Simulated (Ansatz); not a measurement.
# r2SCAN work function of a third face of Ta from its PBE value

PBE and r2SCAN are run on the same slabs. If the two track each other from face to face, two faces calibrate the third.

Set-up. Ansatz 0.2.0, plane waves with PAW datasets (its set soft_2) at their recommended cutoffs; symmetric slabs of 7 layers (11 for bcc (111)) cut at the tabulated experimental lattice constant, atoms at bulk places, 18 Å of vacuum, k-spacing 0.16 Å⁻¹ (2π included), Fermi-Dirac smearing of 0.1 eV, SCF threshold 1e-9 eV. The work function is the vacuum level less the Fermi level.

| run | PBE (eV) | r2SCAN (eV) |
| --- | --- | --- |
| Ta(111) | 3.500 | 3.457 |
| Ta(100) | 3.999 | ? |
| Ta(110) | 4.789 | 4.892 |

**Question.** What value belongs in the row marked “?”, and how far can the other rows tell?

Two rows fix a line: slope = (4.892 − 3.457) / (4.789 − 3.500) = 1.1133, intercept −0.4396. At 3.999 it gives 1.1133 × 3.999 + (−0.4396) = 4.012 eV. Rounding of the rows alone allows about ±0.001 eV there; two rows can't show whether the line holds.

The run itself gives 4.031 eV: a miss of +0.019 eV. The plain offset, r2SCAN less PBE, runs from −0.043 to +0.103 eV over the three faces.

**Limits.** Unrelaxed, unreconstructed faces at one geometry; neither value is a test against experiment.
